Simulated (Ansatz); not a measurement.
# Starting-point dependence of the GW gap of C2S3 (P2_1/c), part 2 of 2

Aim: G0W0 for C2S3 (P2_1/c) on several starting functionals, at one mesh, band count and screening cutoff.

Ansatz 0.2.0; G0W0 on several functionals, plane waves, PAW. Known limits of the many-body steps: not at the basis limit; coarse k mesh.

So far. Step 2 (G0W0 on LDA): The gap on the mesh goes from 1.52 eV to 2.71 eV, a correction of +1.18 eV. Between the two edge states, bare exchange in place of the xc potential would open the gap by 5.81 eV, and correlation takes back 4.63 eV.

In doubt: masses and optical values from hybrid runs of this build are listed as unsure (step 4), which bears on the screening that GW takes from such a start.

## 3. G0W0 on PBE

The same correction from a different start measures what one shot leaves open.

This step: G0W0 on PBE, plane waves, PAW; PAW set soft_1.

Contents of input.yaml:

```yaml
crystal:
  lattice:
    - [5.805, 0.0, 0.0]
    - [0.0, 6.6377, 0.0]
    - [-3.5391430821, 0.0, 10.1819277854]
  atoms:
    - { symbol: C, position: [0.4275340412, 0.9956591813, 0.0389019337] }
    - { symbol: C, position: [0.5724659588, 0.4956591813, 0.4610980663] }
    - { symbol: C, position: [0.5724659588, 0.0043408187, 0.9610980663] }
    - { symbol: C, position: [0.4275340412, 0.5043408187, 0.5389019337] }
    - { symbol: C, position: [0.2857765633, 0.3123523348, 0.8947240389] }
    - { symbol: C, position: [0.7142234367, 0.8123523348, 0.6052759611] }
    - { symbol: C, position: [0.7142234367, 0.6876476652, 0.1052759611] }
    - { symbol: C, position: [0.2857765633, 0.1876476652, 0.3947240389] }
    - { symbol: S, position: [0.2143970329, 0.1860506622, 0.019479966] }
    - { symbol: S, position: [0.7856029671, 0.6860506622, 0.480520034] }
    - { symbol: S, position: [0.7856029671, 0.8139493378, 0.980520034] }
    - { symbol: S, position: [0.2143970329, 0.3139493378, 0.519479966] }
    - { symbol: S, position: [0.5239473935, 0.2046179098, 0.852551854] }
    - { symbol: S, position: [0.4760526065, 0.7046179098, 0.647448146] }
    - { symbol: S, position: [0.4760526065, 0.7953820902, 0.147448146] }
    - { symbol: S, position: [0.5239473935, 0.2953820902, 0.352551854] }
    - { symbol: S, position: [0.1369031152, 0.5137988273, 0.8191576789] }
    - { symbol: S, position: [0.8630968848, 0.0137988273, 0.6808423211] }
    - { symbol: S, position: [0.8630968848, 0.4862011727, 0.1808423211] }
    - { symbol: S, position: [0.1369031152, 0.9862011727, 0.3191576789] }
kpoints:
  mp_grid: { grid: [4, 2, 2] }
hamiltonian:
  xc: pbe
  pseudopotentials: { kind: paw, azcp: { folder: soft_1 } }
scf:
  occupations: { method: fixed }
gw:
  n_empty_bands: 1027
  ecut_chi: 110.0
  qp_bands: [v4, c4]
  qp_kpoints: band_edges
  screening: { model: contour_deformation }
```

Run with:

```bash
ansatz run input.yaml --threads 2 --pin off --max-ram 92160MiB --backend cuda --events-out ev --progress --plain --runs-dir out --devices 1 --max-vram 13GiB
```

Numbers of over 12 decimals in the logs are rounded to 6 here.

What it wrote:

```text
GPUs: using 1 of 1 available (devices: 1).
[...]
GPU FFT provider: cuFFT
GPU libraries: cuBLAS 13.8.2, cuFFT 12.4.0, cuSOLVER 12.3.4
Crystal: 20 atoms, lattice volume = 392.328 Å³
Basis set: ecut = 420 eV, 7669 PW (Γ)
Bands: 72, of which v1, the nominal top of the filled ones, is band 52 counted from 1 (51 counted from 0)
Symmetry: 4 space group operations
[...]
k-points: 12 of 16
[...]
GPU buffer pool allocated for 135000 grid points (all kernels)
[...]
SCF iter   1: F=—  HF=-12831.854391 eV  |F-HF|=—  |Δ(HF+E_count)|=         —  Δρ=6.93e-2  dr2=2.35e1  ethr=3.10e-3  ⟨swp⟩=5.0  Hψ=3668  notcnv=0  defer=206
[...]
SCF iter  10: F=-12825.503343 eV  HF=-12825.503343 eV  |F-HF|=1.78e-8  |Δ(HF+E_count)|=   4.41e-7  Δρ=1.84e-6  dr2=1.93e-8  ethr=9.62e-11  ⟨swp⟩=15.5  Hψ=5089  notcnv=0
SCF 1 converged in 10 iterations: F = -12825.503343 eV  dr2 = 1.93e-8
[...]
NSCF: frozen V_eff on 12 k-points
[...]
G₀W₀ screening: q 1/12
[... further progress lines ...]
[...]
SCF converged after 10 iterations
Free energy (F): -12825.503343 eV
[...]
Internal energy: -12825.503343 eV  (E = F + TS)
E sigma→0 (E₀):  -12825.503343 eV
Fermi energy:    3.708623 eV
[...]
--- Band table (eV; the first three rows and the last of 12) ---
  k-point 0: bands = [... 48 lower, 2.9785, 3.2736, 3.3390, 3.5288, 5.3001, 5.9294, 6.0126, 6.0954, ... 16 higher]
  k-point 1: bands = [... 48 lower, 3.1309, 3.1309, 3.5064, 3.5064, 5.5712, 5.5712, 6.1759, 6.1759, ... 16 higher]
  k-point 2: bands = [... 48 lower, 3.2054, 3.2054, 3.4980, 3.4980, 5.7342, 5.7342, 6.0934, 6.0934, ... 16 higher]
  k-point 11: bands = [... 48 lower, 2.9506, 2.9506, 3.4785, 3.4785, 5.4818, 5.4818, 5.7379, 5.7379, ... 16 higher]
[...]
0    49      2.9785   -17.8130     2.1907   -14.9044  0.7118     2.2376     2.2606  root
     0    50      3.2736   -16.5125     1.4576   -14.4550  0.7267     2.6634     2.6737  root
     0    51      3.3390   -17.9736     2.0961   -15.1518  0.7225     2.5943     2.6134  root
     0    52      3.5288   -16.7323     1.3396   -14.7792  0.7312     2.9063     2.9155  root
     0    53      5.3001    -9.7577    -3.3437   -13.7161  0.7375     5.9237     5.9146  root
     0    54      5.9294   -10.1356    -3.7509   -14.5535  0.7172     6.6145     6.5963  root
     0    55      6.0126    -9.6836    -3.9344   -14.3113  0.7262     6.7254     6.7059  root
     0    56      6.0954   -10.0876    -3.7577   -14.4859  0.7292     6.7528     6.7361  root
[...]
11    53      5.4818    -9.4394    -3.5510   -13.5983  0.7373     6.0996     6.0896  root
    11    54      5.4818    -9.4394    -3.5510   -13.5983  0.7373     6.0996     6.0896  root
    11    55      5.7379    -9.7125    -3.6541   -14.0239  0.7316     6.4087     6.3952  root
    11    56      5.7379    -9.7125    -3.6541   -14.0239  0.7316     6.4087     6.3952  root
```

Wall time 74 s (1 × NVIDIA H100 80GB HBM3 (shared by 6 runs) with 2 threads of AMD EPYC 7R13 (Zen 3), shared host); peak memory 4.6 GiB; 2 min of CPU time.

This step gave:

- bands summed: 1079
- RPA ε∞ on this mesh (eigenvalues): 4.109, 4.662, 5.043
- plane waves in the screening matrix: 1033
- q-points in the mesh: 16
- G0W0 gap on the mesh: 2.804 eV
- k of the valence top: -0.5, 0, 0
- k of the conduction bottom: 0, 0, 0
- starting gap on the mesh: 1.591 eV
- Z at the valence top: 0.7318
- Z at the conduction bottom: 0.7375
- least direct G0W0 gap on the computed points: 2.842 eV

Against the run with 4×2×2 mesh, 1027 empty bands, screening to 110 eV, PAW set soft_1 files on LDA, the gap moves by +0.10 eV, while the start moved by +0.07 eV.

## 4. G0W0 on HSE06

This step: G0W0 on HSE06, plane waves, PAW; PAW set soft_1.

Changes to input.yaml since step 3:

```diff
@@ -29,3 +29,3 @@
 hamiltonian:
-  xc: pbe
+  xc: hse06
   pseudopotentials: { kind: paw, azcp: { folder: soft_1 } }
```

What it wrote:

```text
GPUs: using 1 of 1 available (devices: 1).
[...]
davidson cushion auto → on  (no smearing: the cushion is to keep the highest requested band from converging to the state above it; pin scf.eigensolver.cushion to override)
[...]
GPU FFT provider: cuFFT
GPU libraries: cuBLAS 13.8.2, cuFFT 12.4.0, cuSOLVER 12.3.4
Crystal: 20 atoms, lattice volume = 392.328 Å³
Basis set: ecut = 420 eV, 7669 PW (Γ)
[...]
0    55      6.3976    -9.4186    -3.6697   -13.6065  0.7707     6.9211     6.9158  root
     0    56      6.4257    -9.8075    -3.4983   -13.8049  0.7738     6.9295     6.9249  root
[...]
11    53      5.7739    -9.1173    -3.3655   -12.9576  0.7797     6.2521     6.2487  root
    11    54      5.7739    -9.1173    -3.3655   -12.9576  0.7797     6.2521     6.2487  root
    11    55      6.0654    -9.3855    -3.4602   -13.3565  0.7753     6.5805     6.5762  root
    11    56      6.0654    -9.3855    -3.4602   -13.3565  0.7753     6.5805     6.5762  root
[key lines of the parts left out:]
Free energy (F): -12830.806531 eV
Fermi energy:    3.239562 eV
```

Run time: 6.8 min. Hardware: 1 × NVIDIA H100 80GB HBM3 (shared by 6 runs) with 2 threads; peak memory 5.2 GiB; 9.1 min of CPU time.

This step gave:

| Quantity | Value |
| --- | --- |
| bands summed | 1079 |
| RPA ε∞ on this mesh (eigenvalues) | 3.444, 3.793, 4.180 |
| plane waves in the screening matrix | 1033 |
| G0W0 gap on the mesh | 3.214 eV |
| k of the valence top | -0.5, 0, 0 |
| k of the conduction bottom | 0, 0, 0 |
| starting gap on the mesh | 2.323 eV |
| least direct G0W0 gap on the computed points | 3.253 eV |

Against the run with 4×2×2 mesh, 1027 empty bands, screening to 110 eV, PAW set soft_1 files on PBE, the gap moves by +0.41 eV, while the start moved by +0.73 eV.

## 5. The starts together

All on the 4×2×2 mesh with 1027 empty bands and screening to 110 eV. Times are wall times on 1 × NVIDIA H100 80GB HBM3 (shared by 6 runs) with 2 threads of AMD EPYC 7R13 (Zen 3), shared host, good to a factor of about two.

| start | starting gap (eV) | shift (eV) | G0W0 gap (eV) | RPA ε∞ (harmonic mean) | Z (valence, conduction) | time |
| --- | --- | --- | --- | --- | --- | --- |
| LDA | 1.52 | +1.18 | 2.71 | 4.85 | 0.73, 0.74 | 72 s |
| PBE | 1.59 | +1.21 | 2.80 | 4.57 | 0.73, 0.74 | 74 s |
| HSE06 | 2.32 | +0.89 | 3.21 | 3.78 | 0.77, 0.78 | 6.8 min |

How the two edges are built up, in eV (the quasiparticle level is the starting level plus Σx plus Σc less Vxc):

| run | edge | start | Σx | Σc | Vxc | Z | QP |
| --- | --- | --- | --- | --- | --- | --- | --- |
| LDA | valence top | 3.49 | -16.81 | 1.21 | -15.14 | 0.73 | 3.03 |
| LDA | conduction bottom | 5.01 | -9.69 | -3.43 | -13.84 | 0.74 | 5.74 |
| PBE | valence top | 3.71 | -16.89 | 1.27 | -15.02 | 0.73 | 3.11 |
| PBE | conduction bottom | 5.30 | -9.76 | -3.34 | -13.72 | 0.74 | 5.91 |
| HSE06 | valence top | 3.24 | -16.89 | 1.12 | -15.38 | 0.77 | 2.85 |
| HSE06 | conduction bottom | 5.56 | -9.40 | -3.21 | -13.12 | 0.78 | 6.07 |

For a hybrid start, Vxc holds its share of exact exchange.

## 6. Outcome

```json
{
  "G0W0@LDA": "2.71 eV (start 1.52 eV)",
  "G0W0@PBE": "2.80 eV (start 1.59 eV)",
  "G0W0@HSE06": "3.21 eV (start 2.32 eV)",
  "known limits": "not at the basis limit; coarse k mesh"
}
```

The starting gaps span 0.80 eV and the G0W0 gaps 0.51 eV. Between LDA and HSE06, 0.51 eV of the 0.80 eV survives, 63 %. HSE06 screens less than LDA (ε∞ 3.78 against 4.85). Of the 0.51 eV by which its G0W0 gap is higher, the correlation part gives +0.30 eV, and exchange with the one-particle terms, which follow the orbitals, +0.21 eV. The smallest correction, +0.89 eV, is on HSE06, the start nearest to reproducing itself. Bands and cutoff are finite, so the gap is not at the basis limit. The miss can reach some tenths of an eV and take either sign; the mesh is an error of its own. The 4×2×2 mesh is coarse for this cell (its supercell is 13 Å along the shortest edge). The RPA ε∞ on it, from the LDA start, is 4.36, 4.95 and 5.34; such meshes misread the long-range screening, most where the gap is narrow.

[Paths, hosts, dates, memory and timing lines, banners, echoed tables and standing remarks are left out of the program output.]

[Logs are printed without paths, hosts, clocks, repeated set-up lines and the standing remarks that a program may print on its own settings, such as how far it seeks lower states.]

[Runs of the session that timed out or met a known fault of the program may be left out.]

[Cells called generated may have been cut or substituted from an entry of the Crystallography Open Database or the Materials Project.]

[Hosts, paths, dates, database ids (printed as entryN), source tags and the programs' standing remarks are cut or masked in the printed files.]
